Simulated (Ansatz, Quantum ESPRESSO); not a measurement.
# AgIr in the L10 ordering: electron–phonon coupling with Quantum ESPRESSO

Aim: mode couplings and λ of AgIr in the L10 ordering by double-delta sums in Quantum ESPRESSO. The first relaxation steps of the session are not shown, so no cell shown is the starting entry, unless a step says so.

Calculated with Ansatz 0.2.0 and Quantum ESPRESSO 7.5; DFT PBE, scalar-relativistic, plane waves, PAW, in the first sound run; inputs show where later runs differ.

This is a report of a sequence of runs, with most program output left out.

The structure was built from a prototype and need not be the compound's stable phase.

## (1) The cell after earlier relaxation steps

Symmetry: P4/mmm, No. 123, tetragonal system. Conventional cell: a = 2.689 Å, b = 2.689 Å, c = 4.446 Å, α = 90.00°, β = 90.00°, γ = 90.00°. Nearest to Ag lie 4 Ag at 2.69 Å and 8 Ir at 2.93 Å. Nearest to Ir lie 4 Ir at 2.69 Å and 8 Ag at 2.93 Å. Farther neighbours are not listed.

## (2) Tight relaxation

Residual forces and stress shift phonon frequencies, so the cell is relaxed again, with tight thresholds and the mesh and smearing of this input. Earlier relaxation steps are not shown.

Contents of input.yaml:

```yaml
crystal:
  lattice:
    - [2.6893974812, 0.0, 0.0]
    - [0.0, 2.6893974812, 0.0]
    - [0.0, 0.0, 4.4464780725]
  atoms:
    - { symbol: Ag, position: [0.0, 0.0, 0.0] }
    - { symbol: Ir, position: [0.5, 0.5, 0.5] }
kpoints:
  mp_grid: { grid: [12, 12, 8] }
hamiltonian:
  xc: pbe
scf:
  occupations: { method: methfessel_paxton, width: 0.2 }
output:
  forces: true
  stress: true
  eigenvalues: true
relax:
  adjacent_minimum: "off"
  f_tol: 0.001
  max_steps: 60
  cell: { stress_tol: 0.01 }
```

Started as:

```console
$ ansatz run input.yaml --threads 4 --pin off --max-ram 8192MiB --backend cpu --events-out ev --progress --plain --runs-dir out
```

The job ended after 7.4 s (4 threads of Arm Neoverse V1, shared host; peak memory 0.4 GiB; 27 s of CPU time).

The steps of the relaxation:

```
step  energy less that of the first step (eV)  largest force component (eV/Å)  pressure (GPa)  volume (Å³)
   1                                   0.0000                          0.0000           -0.14        32.16
   2                                  -0.0006                          0.0000            0.34        32.03
   3                                  -0.0001                          0.0000           -0.87        32.21
   4                                  -0.0007                          0.0000           -0.01        32.08
   5                                  -0.0007                          0.0000            0.00        32.08
```

The log counts 1 steps on a newly chosen plane-wave basis, not all of them marked here; energy and pressure can jump at such steps. Relaxation step 3 was tried and not accepted.

```
conventional cell, symmetrised  before  after  change
                         a (Å)   2.689  2.697  +0.3 %
                         b (Å)   2.689  2.697  +0.3 %
                         c (Å)   4.446  4.412  -0.8 %
              volume (Å³/atom)   16.08  16.04  -0.2 %
```

The relaxed structure:

```xyz
2
Lattice="2.6966 0.0000 0.0000 0.0000 2.6966 0.0000 0.0000 0.0000 4.4121" Properties=species:S:1:pos:R:3 pbc="T T T"
Ag    0.0000    0.0000    0.0000
Ir    1.3483    1.3483    2.2061
```

This step gave:

* pressure: -0.004375 GPa
* volume per atom: 16.04 Å³
* metallic on mesh: yes
* gap on the k-mesh: 0 eV

The largest force is now zero by symmetry and the largest stress component 0.0091 GPa.

## (3) Ground state with pw.x

ph.x needs a tightly converged ground state on the same k mesh; the cell is that of the step before.

This step: DFT PBE, scalar-relativistic, plane waves, GBRV ultrasoft pseudopotentials (Quantum ESPRESSO 7.5).

Contents of pw.in:

```
 &control
    calculation='scf',
    prefix='x',
    outdir='./tmp',
    pseudo_dir='./pseudo',
    tprnfor=.true.,
    tstress=.true.,
 /
 &system
    ibrav=6,
    celldm(1)=5.09574202,
    celldm(3)=1.63620506,
    nat=2,
    ntyp=2,
    ecutwfc=45.0,
    ecutrho=360.0,
    occupations='smearing',
    smearing='fd',
    degauss=0.00734986,
    nbnd=27,
 /
 &electrons
    conv_thr=1.0d-11,
    mixing_beta=0.5,
 /
ATOMIC_SPECIES
 Ag    107.8682  Ag.upf
 Ir    192.2170  Ir.upf
ATOMIC_POSITIONS crystal
 Ag     0.000000000   0.000000000   0.000000000
 Ir     0.500000000   0.500000000   0.500000000
K_POINTS automatic
 8 8 6 0 0 0
```

Started as:

```console
$ OMP_NUM_THREADS=1 mpirun -n 4 pw.x -nk 4 -in pw.in > pw.x.log
```

It took 9.7 s on 4 MPI ranks; 38 s of CPU time.

Numbers from this step:

| Quantity | Value |
| --- | --- |
| pressure | 0.075 GPa |

With these potentials, mesh and smearing the cell is at 0.075 GPa.

## (4) Second program, linear response: Fermi–Dirac smearing of 0.1 eV

ph.x gives each mode's frequency and linewidth; λ of a mode follows from Gaussian double-delta sums over the k mesh, here at four widths.

Contents of ph.in:

```
phonons and couplings
 &inputph
    prefix='x',
    outdir='./tmp',
    tr2_ph=1.0d-15,
    fildyn='x.dyn',
    fildvscf='dvscf',
    ldisp=.true.,
    nq1=2,
    nq2=2,
    nq3=2,
    electron_phonon='simple',
    el_ph_ngauss=0,
    el_ph_sigma=0.00734986,
    el_ph_nsigma=4,
    alpha_mix(1)=0.5,
    amass(1)=107.8682,
    amass(2)=192.217,
 /
```

Started as:

```console
$ OMP_NUM_THREADS=1 mpirun -n 4 ph.x -nk 4 -in ph.in > ph.x.log
```

It took 13 min on 4 MPI ranks.

Numbers from this step:

- highest frequency, solved or plainly interpolated: 221.9 cm⁻¹

As ph.x prints them, no sum rule imposed; at the zone centre the sum is no linewidth. Double-delta sums:

```
 q1   q2   q3  star  mode  omega (meV)  lambda_q, sigma 0.1 eV  lambda_q, sigma 0.2 eV  lambda_q, sigma 0.3 eV  lambda_q, sigma 0.4 eV  half width at sigma 0.2 (meV)
  0    0    0     1     1       0.5164                       0                       0                       0                       0                        8.27e-5
  0    0    0     1     2       0.5164                       0                       0                       0                       0                        8.27e-5
  0    0    0     1     3       0.5256                       0                       0                       0                       0                        8.27e-5
  0    0    0     1     4        11.74                  0.0663                   0.059                  0.0459                  0.0374                        0.04012
  0    0    0     1     5        11.74                  0.0663                   0.059                  0.0459                  0.0374                        0.04012
  0    0    0     1     6        21.99                  0.0105                  0.0118                  0.0107                   0.009                        0.02808
  0    0  0.5     1     1        6.498                  0.0221                  0.0459                  0.0471                  0.0455                       0.009553
  0    0  0.5     1     2        6.498                  0.0221                  0.0459                  0.0471                  0.0455                       0.009553
  0    0  0.5     1     3        9.313                   0.069                  0.0523                  0.0456                  0.0424                        0.02237
  0    0  0.5     1     4        9.313                   0.069                  0.0523                  0.0456                  0.0424                        0.02237
  0    0  0.5     1     5        13.47                  0.0282                   0.033                    0.03                  0.0266                        0.02957
  0    0  0.5     1     6        18.27                   0.004                  0.0074                  0.0081                  0.0075                        0.01216
  0  0.5    0     2     1       -9.013                 -0.1836                 -0.5586                 -0.4971                 -0.4331                         0.2239
  0  0.5    0     2     2        6.592                  0.6547                  0.7502                  0.8302                  0.8469                         0.1608
  0  0.5    0     2     3        8.179                  0.0399                  0.0431                  0.0374                  0.0343                        0.01423
  0  0.5    0     2     4        10.93                  0.7447                  0.6119                  0.5244                  0.4655                         0.3608
  0  0.5    0     2     5        15.99                  0.0108                  0.0085                  0.0076                  0.0085                        0.01067
  0  0.5    0     2     6        27.05                  0.0083                  0.0083                   0.009                  0.0089                        0.02994
  0  0.5  0.5     2     1       -7.728                 -0.2184                 -0.7594                 -0.7414                 -0.6595                         0.2237
  0  0.5  0.5     2     2       -4.064                 -0.4459                  -1.881                  -2.039                   -1.89                         0.1533
  0  0.5  0.5     2     3        7.768                  0.0129                    0.03                  0.0369                  0.0413                       0.008933
  0  0.5  0.5     2     4        9.448                   0.031                  0.2348                   0.304                  0.3214                         0.1034
  0  0.5  0.5     2     5        20.26                  0.0059                  0.0254                  0.0276                  0.0258                        0.05149
  0  0.5  0.5     2     6        27.52                  0.0016                  0.0064                  0.0072                  0.0078                        0.02378
0.5  0.5    0     1     1        3.905                   6.904                   7.378                   6.078                   5.239                         0.5551
0.5  0.5    0     1     2        11.09                   1.032                  0.5202                  0.4799                  0.4945                         0.3159
0.5  0.5    0     1     3        11.09                   1.032                  0.5202                  0.4799                  0.4945                         0.3159
0.5  0.5    0     1     4        14.58                  0.0119                  0.0124                  0.0107                  0.0094                        0.01294
0.5  0.5    0     1     5        26.37                  0.0093                  0.0105                  0.0098                  0.0093                        0.03586
0.5  0.5    0     1     6        26.37                  0.0093                  0.0105                  0.0098                  0.0093                        0.03586
0.5  0.5  0.5     1     1       -4.672                  -8.655                  -5.789                  -4.613                  -4.032                         0.6234
0.5  0.5  0.5     1     2         11.8                  0.7032                  0.4262                  0.4531                  0.4814                         0.2927
0.5  0.5  0.5     1     3         11.8                  0.7032                  0.4262                  0.4531                  0.4814                         0.2927
0.5  0.5  0.5     1     4        14.95                  0.0102                  0.0191                   0.023                  0.0244                        0.02109
0.5  0.5  0.5     1     5        25.87                  0.0187                  0.0116                  0.0096                  0.0083                         0.0383
0.5  0.5  0.5     1     6        25.87                  0.0187                  0.0116                  0.0096                  0.0083                         0.0383
```

## (5) Resistivity: Fermi–Dirac smearing of 0.1 eV

A first run on coarse meshes.

This step: DFT PBE, scalar-relativistic, plane waves, PAW (Ansatz 0.2.0).

Contents of input.yaml:

```yaml
crystal:
  lattice:
    - [2.6965505519, 0.0, 0.0]
    - [0.0, 2.6965505519, 0.0]
    - [0.0, 0.0, 4.4121096702]
  atoms:
    - { symbol: Ag, position: [0.0, 0.0, 0.0] }
    - { symbol: Ir, position: [0.5, 0.5, 0.5] }
kpoints:
  mp_grid: { grid: [6, 6, 4] }
hamiltonian:
  xc: pbe
scf:
  occupations: { method: fermi_dirac, width: 0.1 }
output:
  eigenvalues: true
phonons:
  method: dfpt
  qmesh: [2, 2, 2]
  temperatures: { t_max: 1000, t_step: 50 }
  qpath:
    path:
      - [[0.0, 0.0, 0.0], [0.0, 0.5, 0.0], [0.5, 0.5, 0.0], [0.0, 0.0, 0.0], [0.0, 0.0, 0.5], [0.0, 0.5, 0.5], [0.5, 0.5, 0.5], [0.0, 0.0, 0.5]]
      - [[0.0, 0.5, 0.0], [0.0, 0.5, 0.5]]
      - [[0.5, 0.5, 0.0], [0.5, 0.5, 0.5]]
    npoints: 10
  electrical_resistivity:
    mesh: [12, 12, 8]
    temperatures: [20.0, 50.0, 77.0, 100.0, 150.0, 200.0, 300.0, 400.0, 600.0, 800.0]
  electron_occupations: "off"
```

Started as:

```console
$ ansatz run input.yaml --threads 4 --pin off --max-ram 8192MiB --backend cpu --events-out ev --progress --plain --runs-dir out
```

The job ended after 27 s (4 threads; peak memory 0.47 GiB).

The run ended with an error.

The program's message: “electrical resistivity: the mode of lowest frequency at the wavevector [0.4167, 0.4167, -0.5000] is imaginary, -78.17 cm⁻¹ (written negative): the force constants describe an unstable lattice; relax t …”

The run stops because a mode is imaginary on the scattering mesh, where no scattering rate is defined; denser k meshes, other smearings and, between solved wavevectors, finer q meshes show whether the instability is real.

## (6) Summary of results

```json
{"phonon run of the rows without a label of their own": "PBE, q 2×2×2, k 8×8×6"}
```

**Reading.** In the run with Fermi–Dirac smearing of 0.1 eV: a mode at q = (0, 0.5, 0) is imaginary, 72.7i cm⁻¹, so the lattice is unstable on these meshes and at this level, and no λ is read from its Gaussian sums. Under gradient-corrected functionals ph.x can misplace modes where the density is low; no frozen-phonon run checks these frequencies. Spin–orbit coupling, left out here, matters for Ir. The structure was built by hand as an ordered model, and its stability against other phases was not tested.

[Logs are printed without paths, hosts, clocks, repeated set-up lines and the standing remarks that a program may print on its own settings, such as how far it seeks lower states.]

[Hosts, paths, dates, database ids (printed as entryN), source tags and the programs' standing remarks are cut or masked in the printed files.]
